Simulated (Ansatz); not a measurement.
# Br on Mg(0001): change of the work function, part 4 of 4

Aim: the work function of Mg(0001) at several coverages of Br (fcc site), and the dipole that each adsorbate carries.

Ansatz 0.2.0; plane-wave DFT, PBE, Ansatz PAW.

So far, work function, upper face (eV): step 2 (the clean slab) 3.79; step 3 (37 atoms, coverage 0.111 ML, cell 3x3) 3.96; step 4 (17 atoms, coverage 0.25 ML, cell 2x2) 4.16.

## (5) Adsorbate added, k-mesh 6×6×1, coverage 0.5 ML (continued)

Step by step:

```tsv
step	energy less that of the first step (eV)	largest force component (eV/Å)
1	0.0000	0.2043
2	-0.0549	0.0658
3	-0.0618	0.0224
4	-0.0624	0.0305
5	-0.0626	0.0035
```

Forces are held to the 4 operations that the run works with; a distortion that breaks them can't arise in this run.

The atoms that moved most (Å):

```tsv
atom	dx	dy	dz	length
Mg8	0.000	0.031	-0.173	0.176
Mg16	0.000	0.031	-0.173	0.176
Br17	0.000	0.116	-0.132	0.176
Br18	0.000	0.116	-0.132	0.176
Mg12	0.000	-0.064	-0.032	0.072
Mg4	0.000	-0.064	-0.032	0.072
Mg7	0.000	0.014	-0.046	0.048
Mg15	0.000	0.014	-0.046	0.048
```

The relaxed structure:

```xyz
18
Lattice="6.4200 0.0000 0.0000 3.2100 5.5599 0.0000 0.0000 0.0000 27.7956" Properties=species:S:1:pos:R:3
Mg    3.2100    1.8533    9.0000
Mg    0.0000    0.0000   11.6065
Mg    3.2100    1.8198   14.1934
Mg    0.0000   -0.0644   16.8164
Mg    4.8150    4.6332    9.0000
Mg    1.6050    2.7799   11.6065
Mg    4.8150    4.6474   14.1721
Mg    1.6050    2.8107   16.6750
Mg    6.4200    1.8533    9.0000
Mg    3.2100    0.0000   11.6065
Mg    6.4200    1.8198   14.1934
Mg    3.2100   -0.0644   16.8164
Mg    8.0250    4.6332    9.0000
Mg    4.8150    2.7799   11.6065
Mg    8.0250    4.6474   14.1721
Mg    4.8150    2.8107   16.6750
Br    1.6050    1.0429   18.6636
Br    4.8150    1.0429   18.6636
```

The density of states has structure finer than the step of the table below, so its rows give means over 0.5 eV, whole bins alone (the curve runs from -8 to 1.98 eV). Peaks (eV: height): -4.75: 14.1, -4.00: 13.9, -3.73: 17.9, -3.01: 17.6, -1.62: 15.4, 0.03: 13.9, 1.95: 21.2.

The density of states by energy, zero at the Fermi level; means over each step:

```tsv
energy (eV)	density of states (states/eV a cell)
-7.0	0
-6.5	1.33
-6.0	3.65
-5.5	6.19
-5.0	6.21
-4.5	8.82
-4.0	8.18
-3.5	5.14
-3.0	7.21
-2.5	4.89
-2.0	7.19
-1.5	7.05
-1.0	7.08
-0.5	7.89
0.0	7.18
0.5	6.77
1.0	8.86
1.5	7.99
```

The relaxation took 5 steps and lowered the energy by 0.063 eV; the largest force on the free atoms ends at 0.0035 eV/Å.

The covered face has 4.31 eV, +0.52 eV against the clean one; the bare back face has moved by -0.08 eV, a measure of how thin the slab is.

## (6) Adsorbate added, k-mesh 12×12×1, coverage 1 ML

System of this step: Br/Mg(0001). The cell holds 5 atoms: 4 Mg and 1 Br. Its edges and angles: a = 3.210 Å, b = 3.210 Å, c = 27.796 Å, α = 90.0°, β = 90.0°, γ = 60.0°. Vacuum lies along c.

Another coverage, to see how the dipoles act on each other as their distance changes.

Input file input.yaml:

```yaml
crystal:
  lattice:
    - [3.21, 0.0, 0.0]
    - [1.605, 2.7799415461, 0.0]
    - [0.0, 0.0, 27.7956185763]
  atoms:
    - { symbol: Mg, position: [0.6666666667, 0.6666666667, 0.3237920385] }
    - { symbol: Mg, position: [0.0, 0.0, 0.41756653] }
    - { symbol: Mg, position: [0.6666666667, 0.6666666667, 0.511524413] }
    - { symbol: Mg, position: [0.0, 0.0, 0.6061475747] }
    - { symbol: Br, position: [0.3333333333, 0.3333333333, 0.6762079615] }
kpoints:
  mp_grid: { grid: [12, 12, 1] }
hamiltonian:
  xc: pbe
scf:
  occupations: { method: fermi_dirac, width: 0.1 }
  convergence: { dr2_threshold: 1.0e-08 }
efield:
  axis: 3
  dipole_correction: true
  ramp_position: 0.97
  ramp_width: 0.06
relax:
  f_tol: 0.02
  max_steps: 60
  constraints: [{ sites: [0, 1] }]
output:
  write_potential: true
  write_density: true
  volumetric_format: npy
```

On the command line:

```sh
ansatz run input.yaml --threads 4 --pin off --max-ram 16384MiB --backend cpu --events-out ev --progress --plain --runs-dir out
```

Numbers of over 12 decimals in the logs are rounded to 6 here.

The log of the run:

```text
[...]
Crystal: 5 atoms, lattice volume = 248.037 Å³
Basis set: ecut = 420 eV, 4941 PW (Γ), exchange–correlation on 48×48×384 points (8 copies of the dense FFT grid, shifted against one another)
Bands: 29, of which v1, the nominal top of the filled ones, is band 24 counted from 1 (23 counted from 0)
Symmetry: 6 space group operations
[...]
F+E_penalty+E_count = -10479.21996411 eV   max|allowed force component| = 9.811e-3 eV/Å
  atoms:
    - { symbol: Mg, position: [0.666667, 0.666667, 0.323792] }
    - { symbol: Mg, position: [-1.8503717077624478e-17, -1.850371707762447e-17, 0.41756653] }
    - { symbol: Mg, position: [0.666667, 0.666667, 0.510422] }
[...]
- { symbol: Br, position: [0.333333, 0.333333, 0.665934] }
[key lines of the parts left out:]
SCF converged after 6 iterations
Free energy (F): -10479.219964 eV
Fermi energy:    0.410937 eV
Dipole field:    D = -0.037520 V/Å  (p = -0.051431 e·Å, saw-weighted, corrected)
Work function:   Φ+ = 4.7954 eV   Φ− = 3.7525 eV
```

Elapsed: 9.4 s, on 4 threads of Arm Neoverse V1, shared host; peak memory 0.54 GiB.

The steps of the relaxation:

```tsv
step	energy less that of the first step (eV)	largest force component (eV/Å)
1	0.0000	0.8486
2	-0.0948	0.0915
3	-0.0988	0.0275
4	-0.0989	0.0098
```

The run keeps the 6 symmetry operations that it works with, so distortions that break them were not tested.

The atoms that moved most (Å):

```tsv
atom	dx	dy	dz	length
Br5	0.000	0.000	-0.286	0.286
Mg4	0.000	0.000	-0.104	0.104
Mg3	0.000	0.000	-0.031	0.031
```

The relaxed structure:

```xyz
5
Lattice="3.2100 0.0000 0.0000 1.6050 2.7799 0.0000 0.0000 0.0000 27.7956" Properties=species:S:1:pos:R:3
Mg    3.2100    1.8533    9.0000
Mg    0.0000    0.0000   11.6065
Mg    3.2100    1.8533   14.1875
Mg    0.0000    0.0000   16.7446
Br    1.6050    0.9266   18.5101
```

The relaxation took 4 steps and lowered the energy by 0.099 eV; the largest force on the free atoms ends at 0.0098 eV/Å.

The covered face has 4.80 eV, +1.01 eV against the clean one; the bare back face has moved by -0.04 eV, a measure of how thin the slab is.

## (7) Work function against coverage

This step: plane-wave DFT, PBE, Ansatz PAW; work function against coverage (Ansatz 0.2.0).

The runs are now put side by side.

Numbers from this step:

- work function of the clean face: 3.787 eV
- largest change of the work function: 1.008 eV

Table of work function of the covered face by coverage:

```tsv
coverage (adsorbates/nm²)	work function of the covered face (eV)
0.00	3.79
1.25	3.96
2.80	4.16
5.60	4.31
11.21	4.80
```

The dipole per adsorbate comes from the change of the cell's dipole. Coverage, by row:

```tsv
coverage (1/nm²)	coverage (ML)	work function (eV)	change (eV)	dipole per adsorbate, positive end outwards (debye)	mean height of the added atoms over the highest substrate atom (Å)
1.245	0.1111	3.959	0.1718	-0.426	1.979
2.802	0.25	4.164	0.3769	-0.402	1.98
5.603	0.5	4.311	0.5234	-0.287	1.847
11.21	1	4.795	1.008	-0.248	1.765
```

## (8) Summary of results

```yaml
work_function_of_the_clean_face: 3.79 eV
work_function_at_0p11_ml: 3.96 eV
work_function_at_0p25_ml: 4.16 eV
work_function_at_0p5_ml: 4.31 eV
work_function_at_1_ml: 4.80 eV
dipole_per_adsorbate_at_0p11_ml_positive_end_outwards: -0.43 D
```

What this shows: Br raises the work function of Mg(0001) at the lowest coverage, by 0.17 eV: the adsorbate layer has its negative end outwards. The dipole per adsorbate falls from 0.43 to 0.25 D as the layer fills. Neighbouring dipoles depolarise each other, and heights and bonding change with coverage too. The slab has 4 layers, at the tabulated experimental lattice constant, one starting site was run, and quantum-size effects of a slab this thin can reach one or two tenths of an eV.

[Logs are printed without paths, hosts, clocks, repeated set-up lines and the standing remarks that a program may print on its own settings, such as how far it seeks lower states.]

[Hosts, paths, dates, database ids (printed as entryN), source tags and the programs' standing remarks are cut or masked in the printed files.]

[Maps of the electrostatic potential energy from Ansatz leave out the sawtooth potential of an applied field or a dipole correction, so their vacuum need not be flat; planar profiles and work functions include it.]

[The density of states shown here was stored with 400 of the rows of the run's finer table, so its peaks can read low, often by over a quarter, or be missed, and its means over a window can be off by a tenth or more.]
